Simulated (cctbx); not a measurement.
# Accept or mend?

Cell a = 9.9420 Å, b = 8.3920 Å, c = 6.3410 Å, α = 90.00°, β = 99.94°, γ = 90.00°; space group C2/m (no. 12). The compound is Sm2Fe12Co3Rh2C.

Simulated single-crystal data (cctbx): synchrotron X-rays, λ = 0.4959 Å, to d = 0.77 Å, 50 % of the full sphere, strongest reflection 20000 counts, noise from counting, a 6 % proportional error and a noise floor of 8 counts (s.d.); no absorption.

An anisotropic refinement with weights 1/σ² prints:

```text
Rint 0.044, 591 unique reflections to 0.77 A
cycle     R1     wR2    GooF  max shift (A)
   1  0.0691  0.1930   3.050   0.00348
   2  0.0357  0.1033   1.633   0.00001
final R1 0.0357 wR2 0.1033 GooF 1.633  parameters 55  data/parameter 10.7
atom        x        y        z      Ueq    occ   su(xyz)  su(Uiso or U11)
Sm1    0.33609  0.00000  0.63276   0.0227  1.000  0.00013  0.0005
Rh1    0.10147  0.00000  0.89540   0.0247  1.000  0.00018  0.0006
Co1    0.25000  0.25000  0.00000   0.0202  1.000  0.00000  0.0011
Co2    0.00000  0.00000  0.50000   0.0185  1.000  0.00000  0.0015
Fe1    0.50000  0.20838  0.00000   0.0288  1.000  0.00033  0.0013
Fe2    0.35533  0.64712  0.69501   0.0269  1.000  0.00031  0.0009
Fe3    0.40619  0.74233  0.34425   0.0178  1.000  0.00025  0.0008
Fe4    0.65808  0.00000  0.85792   0.0228  1.000  0.00037  0.0012
C1     0.50000  0.00000  0.00000   0.0455  1.000  0.00000  0.0138
difference map: max 2.69 min -2.44 rms 0.44
Q1    0.1738  0.5000  0.3634    4    2.73  0.11 A from Sm1
Q2    0.0125  0.0000  0.5717    4    1.60  0.45 A from Co2
Q3    0.1594  0.5000  0.8982    4    1.49  0.25 A from Fe4
Q4    0.0589  0.3411  0.8273    8    1.35  1.39 A from Fe1
Q5    0.0526  0.0000  0.3219    4    1.34  1.32 A from Co2
Q6    0.1148  0.1164  0.4197    8    1.24  0.87 A from Fe2
```

**Question.** Can this result stand? If not, what is the likely fault?

Mend it. The fault: dispersion terms of the wrong wavelength (1.54184 Å). Against the right model at the same level, R1 goes from 0.0232 to 0.0357 and GooF from 0.92 to 1.63, U of Co2 shrinks from 0.0259 to 0.0185 Å², U of Co1 shrinks from 0.0271 to 0.0202 Å² and U of Rh1 swells from 0.0195 to 0.0247 Å². f′ and f″ must be those of the data's wavelength; the error mimics a mistyped heavy atom. The signs are weak, and the output alone doesn't single this fault out.

The compound is Sm2Fe12Co3Rh2C. The right model at the same level gives:

```text
Rint 0.044, 591 unique reflections to 0.77 A
cycle     R1     wR2    GooF  max shift (A)
   1  0.0325  0.0851   1.344   0.00162
   2  0.0232  0.0581   0.917   0.00000
final R1 0.0232 wR2 0.0581 GooF 0.917  parameters 55  data/parameter 10.7
atom        x        y        z      Ueq    occ   su(xyz)  su(Uiso or U11)
Sm1    0.33602  0.00000  0.63281   0.0247  1.000  0.00007  0.0003
Rh1    0.10136  0.00000  0.89543   0.0195  1.000  0.00010  0.0003
Co1    0.25000  0.25000  0.00000   0.0271  1.000  0.00000  0.0006
Co2    0.00000  0.00000  0.50000   0.0259  1.000  0.00000  0.0008
Fe1    0.50000  0.20806  0.00000   0.0305  1.000  0.00018  0.0007
Fe2    0.35522  0.64728  0.69503   0.0288  1.000  0.00017  0.0005
Fe3    0.40625  0.74225  0.34386   0.0201  1.000  0.00014  0.0004
Fe4    0.65783  0.00000  0.85800   0.0248  1.000  0.00020  0.0006
C1     0.50000  0.00000  0.00000   0.0466  1.000  0.00000  0.0085
difference map: max 1.16 min -1.25 rms 0.28
Q1    0.0000  0.0000  0.0000    2    1.16  1.30 A from Rh1
Q2    0.0000  0.3907  0.0000    4    1.03  0.83 A from Fe1
Q3    0.0000  0.1136  0.5000    4    0.93  0.95 A from Co2
Q4    0.1932  0.3982  0.8716    8    0.89  0.92 A from Fe4
Q5    0.0353  0.1474  0.7021    8    0.88  1.06 A from Fe3
Q6    0.0252  0.1942  0.3024    8    0.85  1.25 A from Fe2
```

The model is made up (kin elements in a known structure type, no relaxation), so it says nothing on whether the phase exists.

[Middle refinement cycles are left out of these outputs.]

[Logs are printed without paths, hosts, clocks, repeated set-up lines and the standing remarks that a program may print on its own settings, such as how far it seeks lower states.]
